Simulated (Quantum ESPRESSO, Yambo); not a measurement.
# Beyond one shot: Diamond (Fd-3m, 2 atoms a cell), part 2 of 2

Wanted: G0W0 and self-consistent gaps of Diamond (Fd-3m, 2 atoms a cell), with the cost of the cycles.

Quantum ESPRESSO 7.5 and Yambo 5.3.0; PBE and many-body steps on it, plane waves. Known limits of the many-body steps: not at the basis limit; coarse k mesh.

So far. Step 4 (G0W0): The gap on the mesh goes from 4.21 eV to 5.49 eV, a correction of +1.28 eV. Step 5 (evGW0, cycle 1): Against G0W0 in Yambo (6×6×6 mesh, 51 bands, screening to 210.9 eV, Godby-Needs plasmon pole), the gap moves by +0.132 eV.

## (6) evGW0, cycle 2

Level of this step: evGW0 on PBE, plane waves, norm-conserving pseudopotentials (Yambo).

The corrected levels of the last cycle go back in.

File gw3.in:

```
HF_and_locXC
gw0
dyson
ppa
em1d
rim_cut
RandQpts= 1000000
RandGvec= 1 RL
EXXRLvcs= 74 Ry
VXCRLvcs= 296 Ry
Chimod= "HARTREE"
% BndsRnXp
 1 | 51 |
%
NGsBlkXp= 15.5 Ry
% LongDrXp
 1 | 1 | 1 |
%
% GbndRnge
 1 | 51 |
%
DysSolver= "n"
ExtendOut
PPAPntXp= 27.21138 eV
% QPkrange
 1 | 16 | 2 | 8 |
%
GfnQPdb= "E < ./gw2_fix/ndb.QP"
```

Command:

```sh
OMP_NUM_THREADS=1 mpirun -n 8 yambo -F gw3.in -J gw3,gw1_W -C gw3 > gw3.log
```

Log:

```text
 Yambo, version 5.3.0

 [02] CORE Variables Setup
 =========================

  [... cell, symmetries and grids as in the set-up ...]

  [02.05] Energies & Occupations
  ==============================

  [X] === General ===
  [X] Electronic Temperature                        :  0.000000  0.000000 [eV K]
  [X] Bosonic    Temperature                        :  0.000000  0.000000 [eV K]
  [X] Finite Temperature mode                       : no
  [X] El. density                                   :  0.70524E+24 [cm-3]
[...]
Sx RL components                                 :   893

   QP @ state[ 1 ] K range                          :   1  16
   QP @ state[ 1 ] b range                          :   2   8
   GF energies kind                                 : Perdew, Burke & Ernzerhof(X)+Perdew, Burke & Ernzerhof(C)+ E < ./gw1/ndb.QP + @E Fit+ E < ./gw2_fix/
   GF WF`s kind                                     : Perdew, Burke & Ernzerhof(X)+Perdew, Burke & Ernzerhof(C)
   Xs energies kind                                 : Perdew, Burke & Ernzerhof(X)+Perdew, Burke & Ernzerhof(C)
   Xs WF`s kind                                     : Perdew, Burke & Ernzerhof(X)+Perdew, Burke & Ernzerhof(C)

 [13] Game Over & Game summary
```

Elapsed: 68 s, on 8 MPI ranks of Arm Neoverse V1, shared host; peak memory 2.3 GiB; 9.1 min of CPU time.

This step gave:

| Item | Value |
| --- | --- |
| quasiparticle gap on the mesh | 5.637 eV |
| gap of the density functional on the mesh | 4.207 eV |
| k of the valence top | 0, 0, 0 |
| k of the conduction bottom | 0, 0.3333, 0.3333 |
| least direct quasiparticle gap on the computed points | 7.570 eV |

Against the cycle before, the gap moves by +0.016 eV.

The program's own table gives 5.847 eV, which is too large where the input levels are shifted: this version takes Σc at the unshifted level E₀, yet steps from the shifted one. The value above is the Newton step from E₀, E₀ + Z(Σc + Σx − Vxc), rebuilt from the printed columns.

## (7) evGW0, cycle 3

gw4.in, as its differences from gw3.in of step 6:

```diff
@@ -27,2 +27,2 @@
 %
-GfnQPdb= "E < ./gw2_fix/ndb.QP"
+GfnQPdb= "E < ./gw3_fix/ndb.QP"
```

Command:

```sh
OMP_NUM_THREADS=1 mpirun -n 8 yambo -F gw4.in -J gw4,gw1_W -C gw4 > gw4.log
```

Log:

```text
 Yambo, version 5.3.0

 [02] CORE Variables Setup
 =========================

  [... cell, symmetries and grids as in the set-up ...]

  [02.05] Energies & Occupations
  ==============================

  [X] === General ===
  [X] Electronic Temperature                        :  0.000000  0.000000 [eV K]
  [X] Bosonic    Temperature                        :  0.000000  0.000000 [eV K]
  [X] Finite Temperature mode                       : no
  [X] El. density                                   :  0.70524E+24 [cm-3]
[...]
Sx RL components                                 :   893

   QP @ state[ 1 ] K range                          :   1  16
   QP @ state[ 1 ] b range                          :   2   8
   GF energies kind                                 : Perdew, Burke & Ernzerhof(X)+Perdew, Burke & Ernzerhof(C)+ E < ./gw1/ndb.QP + @E Fit+ E < ./gw2_fix/
   GF WF`s kind                                     : Perdew, Burke & Ernzerhof(X)+Perdew, Burke & Ernzerhof(C)
   Xs energies kind                                 : Perdew, Burke & Ernzerhof(X)+Perdew, Burke & Ernzerhof(C)
   Xs WF`s kind                                     : Perdew, Burke & Ernzerhof(X)+Perdew, Burke & Ernzerhof(C)

 [13] Game Over & Game summary
```

Wall time 66 s (8 MPI ranks); peak memory 2.3 GiB.

Numbers from this step:

- quasiparticle gap on the mesh: 5.639 eV
- gap of the density functional on the mesh: 4.207 eV
- k of the valence top: 0, 0, 0
- k of the conduction bottom: 0, 0.3333, 0.3333
- least direct quasiparticle gap on the computed points: 7.573 eV

Against the cycle before, the gap moves by +0.002 eV.

The program's own table gives 5.851 eV, which is too large where the input levels are shifted: this version takes Σc at the unshifted level E₀, yet steps from the shifted one. The value above is the Newton step from E₀, E₀ + Z(Σc + Σx − Vxc), rebuilt from the printed columns.

## (8) evGW, cycle 1

This step: evGW on PBE, plane waves, norm-conserving pseudopotentials.

gw5.in, as its differences from gw4.in of step 7:

```diff
@@ -27,2 +27,3 @@
 %
-GfnQPdb= "E < ./gw3_fix/ndb.QP"
+GfnQPdb= "E < ./gw1/ndb.QP"
+XfnQPdb= "E < ./gw1/ndb.QP"
```

Command:

```sh
OMP_NUM_THREADS=1 mpirun -n 8 yambo -F gw5.in -J gw5 -C gw5 > gw5.log
```

Log:

```text
 Yambo, version 5.3.0

 [02] CORE Variables Setup
 =========================

  [... cell, symmetries and grids as in the set-up ...]

  [02.05] Energies & Occupations
  ==============================

  [X] === General ===
  [X] Electronic Temperature                        :  0.000000  0.000000 [eV K]
  [X] Bosonic    Temperature                        :  0.000000  0.000000 [eV K]
  [X] Finite Temperature mode                       : no
  [X] El. density                                   :  0.70524E+24 [cm-3]
[...]
Sx RL components                                 :   893

   QP @ state[ 1 ] K range                          :   1  16
   QP @ state[ 1 ] b range                          :   2   8
   GF energies kind                                 : Perdew, Burke & Ernzerhof(X)+Perdew, Burke & Ernzerhof(C)+ E < ./gw1/ndb.QP + @E Fit
   GF WF`s kind                                     : Perdew, Burke & Ernzerhof(X)+Perdew, Burke & Ernzerhof(C)
   Xs energies kind                                 : Perdew, Burke & Ernzerhof(X)+Perdew, Burke & Ernzerhof(C)
   Xs WF`s kind                                     : Perdew, Burke & Ernzerhof(X)+Perdew, Burke & Ernzerhof(C)

 [15] Game Over & Game summary
```

It took 72 s on 8 MPI ranks; peak memory 2.5 GiB; 9.5 min of CPU time.

Numbers from this step:

- quasiparticle gap on the mesh: 5.804 eV
- gap of the density functional on the mesh: 4.207 eV
- k of the valence top: 0, 0, 0
- k of the conduction bottom: 0, 0.3333, 0.3333
- least direct quasiparticle gap on the computed points: 7.740 eV

Against G0W0 in Yambo (6×6×6 mesh, 51 bands, screening to 210.9 eV, Godby-Needs plasmon pole), the gap moves by +0.315 eV.

The program's own table gives 5.983 eV, which is too large where the input levels are shifted: this version takes Σc at the unshifted level E₀, yet steps from the shifted one. The value above is the Newton step from E₀, E₀ + Z(Σc + Σx − Vxc), rebuilt from the printed columns.

## (9) evGW, cycle 2

gw6.in, as its differences from gw5.in of step 8:

```diff
@@ -27,3 +27,3 @@
 %
-GfnQPdb= "E < ./gw1/ndb.QP"
-XfnQPdb= "E < ./gw1/ndb.QP"
+GfnQPdb= "E < ./gw5_fix/ndb.QP"
+XfnQPdb= "E < ./gw5_fix/ndb.QP"
```

Command:

```sh
OMP_NUM_THREADS=1 mpirun -n 8 yambo -F gw6.in -J gw6 -C gw6 > gw6.log
```

Log:

```text
 Yambo, version 5.3.0

 [02] CORE Variables Setup
 =========================

  [... cell, symmetries and grids as in the set-up ...]

  [02.05] Energies & Occupations
  ==============================

  [X] === General ===
  [X] Electronic Temperature                        :  0.000000  0.000000 [eV K]
  [X] Bosonic    Temperature                        :  0.000000  0.000000 [eV K]
  [X] Finite Temperature mode                       : no
  [X] El. density                                   :  0.70524E+24 [cm-3]
[...]
Sx RL components                                 :   893

   QP @ state[ 1 ] K range                          :   1  16
   QP @ state[ 1 ] b range                          :   2   8
   GF energies kind                                 : Perdew, Burke & Ernzerhof(X)+Perdew, Burke & Ernzerhof(C)+ E < ./gw1/ndb.QP + @E Fit+ E < ./gw5_fix/
   GF WF`s kind                                     : Perdew, Burke & Ernzerhof(X)+Perdew, Burke & Ernzerhof(C)
   Xs energies kind                                 : Perdew, Burke & Ernzerhof(X)+Perdew, Burke & Ernzerhof(C)
   Xs WF`s kind                                     : Perdew, Burke & Ernzerhof(X)+Perdew, Burke & Ernzerhof(C)

 [15] Game Over & Game summary
```

The job ended after 74 s (8 MPI ranks; peak memory 2.5 GiB).

This step gave:

```yaml
quasiparticle_gap_on_the_mesh: 5.886 eV
gap_of_the_density_functional_on_the_mesh: 4.207 eV
k_of_the_valence_top: 0, 0, 0
k_of_the_conduction_bottom: 0, 0.3333, 0.3333
least_direct_quasiparticle_gap_on_the_computed_points: 7.834 eV
```

Against the cycle before, the gap moves by +0.082 eV.

The program's own table gives 6.100 eV, which is too large where the input levels are shifted: this version takes Σc at the unshifted level E₀, yet steps from the shifted one. The value above is the Newton step from E₀, E₀ + Z(Σc + Σx − Vxc), rebuilt from the printed columns.

## (10) evGW, cycle 3

gw7.in, as its differences from gw6.in of step 9:

```diff
@@ -27,3 +27,3 @@
 %
-GfnQPdb= "E < ./gw5_fix/ndb.QP"
-XfnQPdb= "E < ./gw5_fix/ndb.QP"
+GfnQPdb= "E < ./gw6_fix/ndb.QP"
+XfnQPdb= "E < ./gw6_fix/ndb.QP"
```

Command:

```sh
OMP_NUM_THREADS=1 mpirun -n 8 yambo -F gw7.in -J gw7 -C gw7 > gw7.log
```

Log:

```text
 Yambo, version 5.3.0

 [02] CORE Variables Setup
 =========================

  [... cell, symmetries and grids as in the set-up ...]

  [02.05] Energies & Occupations
  ==============================

  [X] === General ===
  [X] Electronic Temperature                        :  0.000000  0.000000 [eV K]
  [X] Bosonic    Temperature                        :  0.000000  0.000000 [eV K]
  [X] Finite Temperature mode                       : no
  [X] El. density                                   :  0.70524E+24 [cm-3]
[...]
Sx RL components                                 :   893

   QP @ state[ 1 ] K range                          :   1  16
   QP @ state[ 1 ] b range                          :   2   8
   GF energies kind                                 : Perdew, Burke & Ernzerhof(X)+Perdew, Burke & Ernzerhof(C)+ E < ./gw1/ndb.QP + @E Fit+ E < ./gw5_fix/
   GF WF`s kind                                     : Perdew, Burke & Ernzerhof(X)+Perdew, Burke & Ernzerhof(C)
   Xs energies kind                                 : Perdew, Burke & Ernzerhof(X)+Perdew, Burke & Ernzerhof(C)
   Xs WF`s kind                                     : Perdew, Burke & Ernzerhof(X)+Perdew, Burke & Ernzerhof(C)

 [15] Game Over & Game summary
```

It took 73 s on 8 MPI ranks; peak memory 2.5 GiB.

This step gave:

| Item | Value |
| --- | --- |
| quasiparticle gap on the mesh | 5.908 eV |
| gap of the density functional on the mesh | 4.207 eV |
| k of the valence top | 0, 0, 0 |
| k of the conduction bottom | 0, 0.3333, 0.3333 |
| least direct quasiparticle gap on the computed points | 7.859 eV |

Against the cycle before, the gap moves by +0.022 eV.

The program's own table gives 6.131 eV, which is too large where the input levels are shifted: this version takes Σc at the unshifted level E₀, yet steps from the shifted one. The value above is the Newton step from E₀, E₀ + Z(Σc + Σx − Vxc), rebuilt from the printed columns.

## (11) evGW, cycle 4

gw8.in, as its differences from gw7.in of step 10:

```diff
@@ -27,3 +27,3 @@
 %
-GfnQPdb= "E < ./gw6_fix/ndb.QP"
-XfnQPdb= "E < ./gw6_fix/ndb.QP"
+GfnQPdb= "E < ./gw7_fix/ndb.QP"
+XfnQPdb= "E < ./gw7_fix/ndb.QP"
```

Command:

```sh
OMP_NUM_THREADS=1 mpirun -n 8 yambo -F gw8.in -J gw8 -C gw8 > gw8.log
```

Log:

```text
 Yambo, version 5.3.0

 [02] CORE Variables Setup
 =========================

  [... cell, symmetries and grids as in the set-up ...]

  [02.05] Energies & Occupations
  ==============================

  [X] === General ===
  [X] Electronic Temperature                        :  0.000000  0.000000 [eV K]
  [X] Bosonic    Temperature                        :  0.000000  0.000000 [eV K]
  [X] Finite Temperature mode                       : no
  [X] El. density                                   :  0.70524E+24 [cm-3]
[...]
Sx RL components                                 :   893

   QP @ state[ 1 ] K range                          :   1  16
   QP @ state[ 1 ] b range                          :   2   8
   GF energies kind                                 : Perdew, Burke & Ernzerhof(X)+Perdew, Burke & Ernzerhof(C)+ E < ./gw1/ndb.QP + @E Fit+ E < ./gw5_fix/
   GF WF`s kind                                     : Perdew, Burke & Ernzerhof(X)+Perdew, Burke & Ernzerhof(C)
   Xs energies kind                                 : Perdew, Burke & Ernzerhof(X)+Perdew, Burke & Ernzerhof(C)
   Xs WF`s kind                                     : Perdew, Burke & Ernzerhof(X)+Perdew, Burke & Ernzerhof(C)

 [15] Game Over & Game summary
```

Elapsed: 74 s, on 8 MPI ranks; peak memory 2.5 GiB.

Numbers from this step:

- quasiparticle gap on the mesh: 5.914 eV
- gap of the density functional on the mesh: 4.207 eV
- k of the valence top: 0, 0, 0
- k of the conduction bottom: 0, 0.3333, 0.3333
- least direct quasiparticle gap on the computed points: 7.866 eV

Against the cycle before, the gap moves by +0.006 eV.

The program's own table gives 6.139 eV, which is too large where the input levels are shifted: this version takes Σc at the unshifted level E₀, yet steps from the shifted one. The value above is the Newton step from E₀, E₀ + Z(Σc + Σx − Vxc), rebuilt from the printed columns.

## (12) Side by side

Times are wall times on 8 MPI ranks of Arm Neoverse V1, shared host, good to a factor of about two.

| run | mesh | bands | screening cutoff (eV) | DFT gap (eV) | gap on the mesh (eV) | direct (eV) | time |
| --- | --- | --- | --- | --- | --- | --- | --- |
| G0W0 | 6×6×6 | 51 | 210.9 | 4.207 | 5.489 | 7.370 | 72 s |
| evGW0, cycle 1 | 6×6×6 | 51 | 210.9 | 4.207 | 5.621 | 7.548 | 67 s |
| evGW0, cycle 2 | 6×6×6 | 51 | 210.9 | 4.207 | 5.637 | 7.570 | 68 s |
| evGW0, cycle 3 | 6×6×6 | 51 | 210.9 | 4.207 | 5.639 | 7.573 | 66 s |
| evGW, cycle 1 | 6×6×6 | 51 | 210.9 | 4.207 | 5.804 | 7.740 | 72 s |
| evGW, cycle 2 | 6×6×6 | 51 | 210.9 | 4.207 | 5.886 | 7.834 | 74 s |
| evGW, cycle 3 | 6×6×6 | 51 | 210.9 | 4.207 | 5.908 | 7.859 | 73 s |
| evGW, cycle 4 | 6×6×6 | 51 | 210.9 | 4.207 | 5.914 | 7.866 | 74 s |

## (13) Outcome

- G0W0: 5.489 eV
- evGW0, cycle 1: 5.621 eV
- evGW0, cycle 2: 5.637 eV
- evGW0, cycle 3: 5.639 eV
- evGW, cycle 1: 5.804 eV
- evGW, cycle 2: 5.886 eV
- evGW, cycle 3: 5.908 eV
- evGW, cycle 4: 5.914 eV
- known limits: not at the basis limit; coarse k mesh

**Reading.** evGW0 ends at 5.64 eV, +0.15 eV from G0W0, after 3 cycles that took 3.3 min beside the first screening; the last moved the gap by 0.002 eV. evGW ends at 5.91 eV, +0.42 eV from G0W0, after 4 cycles that took 4.9 min beside the first screening; the last moved the gap by 0.006 eV. Against experiment, by evGW, cycle 4: the gap of 5.91 eV lies +0.41 eV from the measured 5.5 eV (kind not stated, quoted 2019); the gap of 5.91 eV lies +0.44 eV from the measured 5.47 eV (kind not stated, quoted 2024). These are gaps on the mesh, at modest bands and cutoff. The calculation has static nuclei and no excitons; a measured gap holds zero-point and thermal motion, which mostly lowers it. Bands and cutoff are finite, so the gap is not at the basis limit. The miss can reach some tenths of an eV and take either sign; the mesh is an error of its own. The 6×6×6 mesh is coarse for this cell, which bears on the long-range parts of exchange and screening.

[Paths, hosts, dates, memory and timing lines, banners, echoed tables and standing remarks are left out of the program output.]

[Logs are printed without paths, hosts, clocks, repeated set-up lines and the standing remarks that a program may print on its own settings, such as how far it seeks lower states.]

[Runs of the session that timed out or met a known fault of the program may be left out.]

[Hosts, paths, dates, database ids (printed as entryN), source tags and the programs' standing remarks are cut or masked in the printed files.]
